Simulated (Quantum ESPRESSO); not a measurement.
# E(θ) between the sublattices of MnPt

Aim: the energy of MnPt as two sets of moments turn from parallel to opposed.

Program: Quantum ESPRESSO 7.5. Level of theory: LDA; plane waves with GBRV 1.5 LDA potentials, no spin-orbit coupling. Results are calculated unless marked as measured.

## 1. The starting structure

The structure is tetragonal, space group P4/mmm (No. 123). Conventional cell: a = 2.830 Å, b = 2.830 Å, c = 3.660 Å, α = 90.00°, β = 90.00°, γ = 90.00°. Nearest to Mn lie 8 Pt at 2.71 Å and 4 Mn at 2.83 Å. Nearest to Pt lie 8 Mn at 2.71 Å and 4 Pt at 2.83 Å. Farther neighbours are not listed.

The cell comes from the Crystallography Open Database.

## 2. The collinear order that defines the sublattices

Typed as antiferro q=(1/2,1/2,0) +-. The wavevector q is in fractions of the reciprocal vectors of the crystal's primitive cell, as the cells of these inputs are built from it; moments change sign between cells as cos(2π q·R).

pw.in reads:

```
&CONTROL
  calculation = 'scf'
  prefix = 'pwscf'
  outdir = './tmp'
  pseudo_dir = './pseudo'
  disk_io = 'nowf'
/
&SYSTEM
  ibrav = 0
  nat = 4
  ntyp = 3
  ecutwfc = 34
  ecutrho = 238
  nbnd = 41
  occupations = 'smearing'
  smearing = 'fd'
  degauss = 0.00734986
  nspin = 2
  starting_magnetization(1) = 0.2333
  starting_magnetization(2) = -0.2333
  starting_magnetization(3) = 0
/
&ELECTRONS
  conv_thr = 4d-08
  electron_maxstep = 150
  mixing_beta = 0.3
/
ATOMIC_SPECIES
Mn1    54.9380 mn_lda_v1.5.uspp.F.UPF
Mn2    54.9380 mn_lda_v1.5.uspp.F.UPF
Pt    195.0840 pt_lda_v1.4.uspp.F.UPF
CELL_PARAMETERS angstrom
   5.6600000000    0.0000000000    0.0000000000
   2.8300000000    2.8300000000    0.0000000000
   0.0000000000    0.0000000000    3.6600000000
ATOMIC_POSITIONS crystal
Mn1     0.0000000000    0.0000000000    0.0000000000
Mn2     0.5000000000    0.0000000000    0.0000000000
Pt      0.0000000000    0.5000000000    0.5000000000
Pt      0.5000000000    0.5000000000    0.5000000000
K_POINTS automatic
3 6 6 0 0 0
```

Started as:

```sh
$ OMP_NUM_THREADS=1 mpirun -n 4 pw.x -nk 4 -in pw.in > pw.out
```

The log of the run:

```text
Program PWSCF v.7.5 starts

     Message from routine setup:
     using ibrav=0 with symmetry is DISCOURAGED, use correct ibrav instead

     K-points division:     npool     =       4
     Subspace diagonalization in iterative solution of the eigenvalue problem:

     G-vector sticks info
     --------------------
     sticks:   dense  smooth     PW     G-vecs:    dense   smooth      PW
     Sum        1085     621    213                24549    10541    2043

     Using Slab Decomposition

     bravais-lattice index     =            0
     lattice parameter (alat)  =      10.6958  a.u.
     unit-cell volume          =     395.6221 (a.u.)^3
     number of atoms/cell      =            4
     number of atomic types    =            3
     number of electrons       =        62.00
     number of Kohn-Sham states=           41
     kinetic-energy cutoff     =      34.0000  Ry
     charge density cutoff     =     238.0000  Ry
     scf convergence threshold =      4.0E-08
     mixing beta               =       0.3000
     number of iterations used =            8  plain     mixing
     Exchange-correlation=  SLA  PZ   NOGX NOGC
                           (   1   1   0   0   0   0   0)

     celldm(1)=  10.695850  celldm(2)=   0.000000  celldm(3)=   0.000000
     celldm(4)=   0.000000  celldm(5)=   0.000000  celldm(6)=   0.000000

     crystal axes: (cart. coord. in units of alat)
               a(1) = (   1.000000   0.000000   0.000000 )
               a(2) = (   0.500000   0.500000   0.000000 )
               a(3) = (   0.000000   0.000000   0.646643 )

     reciprocal axes: (cart. coord. in units 2 pi/alat)
               b(1) = (  1.000000 -1.000000  0.000000 )
               b(2) = (  0.000000  2.000000  0.000000 )
               b(3) = (  0.000000  0.000000  1.546448 )

     PseudoPot. # 1 for Mn read from file:
     mn_lda_v1.5.uspp.F.UPF
     Pseudo is Ultrasoft + core correction, Zval = 15.0
     Generated by new atomic code, or converted to UPF format
     Using radial grid of  859 points,  6 beta functions with:
                l(1) =   0
                l(2) =   0
                l(3) =   1
                l(4) =   1
                l(5) =   2
                l(6) =   2
     Q(r) pseudized with  8 coefficients,  rinner =    0.950   0.950   0.950
                                                       0.950   0.950

     PseudoPot. # 2 for Mn read from file:
     mn_lda_v1.5.uspp.F.UPF
     Pseudo is Ultrasoft + core correction, Zval = 15.0
     Generated by new atomic code, or converted to UPF format
     Using radial grid of  859 points,  6 beta functions with:
                l(1) =   0
                l(2) =   0
                l(3) =   1
                l(4) =   1
                l(5) =   2
                l(6) =   2
     Q(r) pseudized with  8 coefficients,  rinner =    0.950   0.950   0.950
                                                       0.950   0.950

     PseudoPot. # 3 for Pt read from file:
     pt_lda_v1.4.uspp.F.UPF
     Pseudo is Ultrasoft + core correction, Zval = 16.0
     Generated by new atomic code, or converted to UPF format
     Using radial grid of  985 points,  6 beta functions with:
                l(1) =   0
                l(2) =   0
                l(3) =   1
                l(4) =   1
                l(5) =   2
                l(6) =   2
     Q(r) pseudized with  8 coefficients,  rinner =    1.300   1.300   1.300
                                                       1.300   1.300

     atomic species   valence    mass     pseudopotential
     Mn1              15.00    54.93800     Mn( 1.00)
     Mn2              15.00    54.93800     Mn( 1.00)
     Pt               16.00   195.08400     Pt( 1.00)

     Starting magnetic structure
     atomic species   magnetization
     Mn1             0.233
     Mn2            -0.233
     Pt              0.000

     16 Sym. Ops., with inversion, found

   Cartesian axes

     site n.     atom                  positions (alat units)
         1        Mn1    tau(   1) = (   0.0000000   0.0000000   0.0000000  )
         2        Mn2    tau(   2) = (   0.5000000   0.0000000   0.0000000  )
         3        Pt     tau(   3) = (   0.2500000   0.2500000   0.3233216  )
         4        Pt     tau(   4) = (   0.7500000   0.2500000   0.3233216  )

     number of k points=    24  Fermi-Dirac smearing, width (Ry)=  0.0073
                       cart. coord. in units 2pi/alat
        k(    1) = (   0.0000000   0.0000000   0.0000000), wk =   0.0092593
        k(    2) = (   0.0000000   0.0000000   0.2577413), wk =   0.0185185
        k(    3) = (   0.0000000   0.0000000   0.5154827), wk =   0.0185185
        k(    4) = (   0.0000000   0.0000000  -0.7732240), wk =   0.0092593
        k(    5) = (   0.0000000   0.3333333   0.0000000), wk =   0.0370370
        [... 19 further k-points ...]

     Dense  grid:    24549 G-vectors     FFT dimensions: (  54,  40,  36)

     Smooth grid:    10541 G-vectors     FFT dimensions: (  40,  30,  25)

     Check: negative core charge=   -0.000022
     Generating pointlists ...
     new r_m :   0.1976 (alat units)  2.1138 (a.u.) for type    1
     new r_m :   0.1976 (alat units)  2.1138 (a.u.) for type    2
     new r_m :   0.1976 (alat units)  2.1138 (a.u.) for type    3

     Initial potential from superposition of free atoms

     starting charge      59.9998, renormalised to      62.0000

     negative rho (up, down):  1.813E-01 1.813E-01
     Starting wfcs are   50 randomized atomic wfcs

     Self-consistent Calculation

     iteration #  1     ecut=    34.00 Ry     beta= 0.30
     Davidson diagonalization with overlap
     ethr =  1.00E-02,  avg # of iterations =  2.0

     negative rho (up, down):  1.718E-01 1.718E-01

     total energy              =    -843.44022285 Ry
     estimated scf accuracy    <       4.56201460 Ry

     total magnetization       =    -0.00 Bohr mag/cell
     absolute magnetization    =     5.28 Bohr mag/cell

     iteration #  2     ecut=    34.00 Ry     beta= 0.30
     Davidson diagonalization with overlap
     ethr =  7.36E-03,  avg # of iterations =  2.0

     negative rho (up, down):  1.708E-01 1.708E-01

     total energy              =    -843.70242867 Ry
     estimated scf accuracy    <       1.29603335 Ry

     total magnetization       =    -0.00 Bohr mag/cell
     absolute magnetization    =     6.60 Bohr mag/cell

     iteration #  3     ecut=    34.00 Ry     beta= 0.30
     Davidson diagonalization with overlap
     ethr =  2.09E-03,  avg # of iterations =  2.0

     negative rho (up, down):  1.686E-01 1.686E-01

     total energy              =    -843.79791574 Ry
     estimated scf accuracy    <       2.36659047 Ry

     total magnetization       =    -0.00 Bohr mag/cell
     absolute magnetization    =     5.70 Bohr mag/cell

     [... further iterations left out ...]

     iteration # 10     ecut=    34.00 Ry     beta= 0.30
     Davidson diagonalization with overlap
     ethr =  3.45E-07,  avg # of iterations =  1.1

     negative rho (up, down):  1.660E-01 1.660E-01

     total energy              =    -844.06002336 Ry
     estimated scf accuracy    <       0.00011298 Ry

     total magnetization       =     0.00 Bohr mag/cell
     absolute magnetization    =     7.53 Bohr mag/cell

     iteration # 11     ecut=    34.00 Ry     beta= 0.30
     Davidson diagonalization with overlap
     ethr =  1.82E-07,  avg # of iterations =  2.1

     negative rho (up, down):  1.660E-01 1.660E-01

     total energy              =    -844.06004332 Ry
     estimated scf accuracy    <       0.00000339 Ry

     total magnetization       =     0.00 Bohr mag/cell
     absolute magnetization    =     7.55 Bohr mag/cell

     iteration # 12     ecut=    34.00 Ry     beta= 0.30
     Davidson diagonalization with overlap
     ethr =  5.47E-09,  avg # of iterations =  2.3

     negative rho (up, down):  1.660E-01 1.660E-01

     total energy              =    -844.06004369 Ry
     estimated scf accuracy    <       0.00000119 Ry

     total magnetization       =    -0.00 Bohr mag/cell
     absolute magnetization    =     7.55 Bohr mag/cell

     iteration # 13     ecut=    34.00 Ry     beta= 0.30
     Davidson diagonalization with overlap
     ethr =  1.92E-09,  avg # of iterations =  2.0

     negative rho (up, down):  1.660E-01 1.660E-01

     Magnetic moment per site  (integrated on atomic sphere of radius R)
     atom   1 (R=0.198)  charge= 13.6178  magn=  3.5737
     atom   2 (R=0.198)  charge= 13.6178  magn= -3.5737
     atom   3 (R=0.198)  charge= 13.8788  magn= -0.0000
     atom   4 (R=0.198)  charge= 13.8788  magn= -0.0000

     End of self-consistent calculation

     [... lines left out ...]
     the Fermi energy is    18.9021 ev

!    total energy              =    -844.06004384 Ry
     estimated scf accuracy    <       0.00000001 Ry
     smearing contrib. (-TS)   =      -0.00223682 Ry
     internal energy E=F+TS    =    -844.05780702 Ry

     The total energy is F=E-TS. E is the sum of the following terms:
     one-electron contribution =    -238.68293656 Ry
     hartree contribution      =     161.22248159 Ry
     xc contribution           =    -166.11841337 Ry
     ewald contribution        =    -600.47893867 Ry

     total magnetization       =     0.00 Bohr mag/cell
     absolute magnetization    =     7.55 Bohr mag/cell

     convergence has been achieved in  13 iterations

=------------------------------------------------------------------------------=
   JOB DONE.
=------------------------------------------------------------------------------=
```

The job ended after 18 s (4 MPI ranks of Arm Neoverse V1, shared host; peak memory 0.36 GiB).

Spin moment in the atom's sphere by atom:

```
atom  spin moment in the atom's sphere (μB)
 Mn1                                   3.57
 Mn2                                  -3.57
 Pt3                                   0.00
 Pt4                                   0.00
```

Read from the output:

| Quantity | Value |
| --- | --- |
| smearing term TS | 0.03043 eV |
| magnetization | 0 μB |
| absolute magnetization | 7.55 μB |
| final state | antiferromagnetic |

## 3. The parallel state in the same cell

This run has no penalty. It is needed because the penalty of the later runs acts on every atom: an induced moment is typed with its parallel value times cos(θ/2) along z and its opposed value times sin(θ/2) along x, rounded to 0.01 μB.

pw.in reads:

```
&CONTROL
  calculation = 'scf'
  prefix = 'pwscf'
  outdir = './tmp'
  pseudo_dir = './pseudo'
  disk_io = 'nowf'
/
&SYSTEM
  ibrav = 0
  nat = 4
  ntyp = 2
  ecutwfc = 34
  ecutrho = 238
  nbnd = 44
  occupations = 'smearing'
  smearing = 'fd'
  degauss = 0.00734986
  nspin = 2
  starting_magnetization(1) = 0.2333
  starting_magnetization(2) = 0
/
&ELECTRONS
  conv_thr = 4d-08
  electron_maxstep = 150
  mixing_beta = 0.3
/
ATOMIC_SPECIES
Mn     54.9380 mn_lda_v1.5.uspp.F.UPF
Pt    195.0840 pt_lda_v1.4.uspp.F.UPF
CELL_PARAMETERS angstrom
   5.6600000000    0.0000000000    0.0000000000
   2.8300000000    2.8300000000    0.0000000000
   0.0000000000    0.0000000000    3.6600000000
ATOMIC_POSITIONS crystal
Mn      0.0000000000    0.0000000000    0.0000000000
Mn      0.5000000000    0.0000000000    0.0000000000
Pt      0.0000000000    0.5000000000    0.5000000000
Pt      0.5000000000    0.5000000000    0.5000000000
K_POINTS automatic
3 6 6 0 0 0
```

The log of the run:

```text
     [... lines left out ...]
Program PWSCF v.7.5 starts
     [... lines left out ...]
     number of atoms/cell      =            4
     [... lines left out ...]
     number of electrons       =        62.00
     number of Kohn-Sham states=           44
     kinetic-energy cutoff     =      34.0000  Ry
     charge density cutoff     =     238.0000  Ry
     scf convergence threshold =      4.0E-08
     [... lines left out ...]
     16 Sym. Ops., with inversion, found
     [... lines left out ...]
     number of k points=    24  Fermi-Dirac smearing, width (Ry)=  0.0073
     [... lines left out ...]
     iteration # 13     ecut=    34.00 Ry     beta= 0.30
     [... lines left out ...]
     Magnetic moment per site  (integrated on atomic sphere of radius R)
     atom   1 (R=0.198)  charge= 13.6350  magn=  3.5143
     atom   2 (R=0.198)  charge= 13.6350  magn=  3.5143
     atom   3 (R=0.198)  charge= 13.8733  magn=  0.3509
     atom   4 (R=0.198)  charge= 13.8733  magn=  0.3509
     [... lines left out ...]
     the Fermi energy is    18.5697 ev
!    total energy              =    -844.01109669 Ry
     estimated scf accuracy    <       0.00000003 Ry
     smearing contrib. (-TS)   =      -0.00942276 Ry
     [... lines left out ...]
     total magnetization       =     7.93 Bohr mag/cell
     absolute magnetization    =     8.04 Bohr mag/cell
     convergence has been achieved in  13 iterations
```

Elapsed: 19 s, on 4 MPI ranks; peak memory 0.36 GiB; 74 s of CPU time.

Spin moment in the atom's sphere by atom:

```
atom  spin moment in the atom's sphere (μB)
 Mn1                                   3.51
 Mn2                                   3.51
 Pt3                                   0.35
 Pt4                                   0.35
```

Numbers from this step:

- smearing term TS: 0.1282 eV
- magnetization: 7.933 μB
- absolute magnetization: 8.039 μB
- final state: ferromagnetic

(Part 1 of 2 ends here.)

[Logs and program files are shortened in this print: banners, set-up blocks, solver, clock and traceback lines can be left out without a mark of their own.]

[Logs are printed without paths, hosts, clocks, repeated set-up lines and the standing remarks that a program may print on its own settings, such as how far it seeks lower states.]

[Hosts, paths, dates, database ids (printed as entryN), source tags and the programs' standing remarks are cut or masked in the printed files.]

[Where a cell is said to come from a database of computed structures, the database is the Materials Project.]
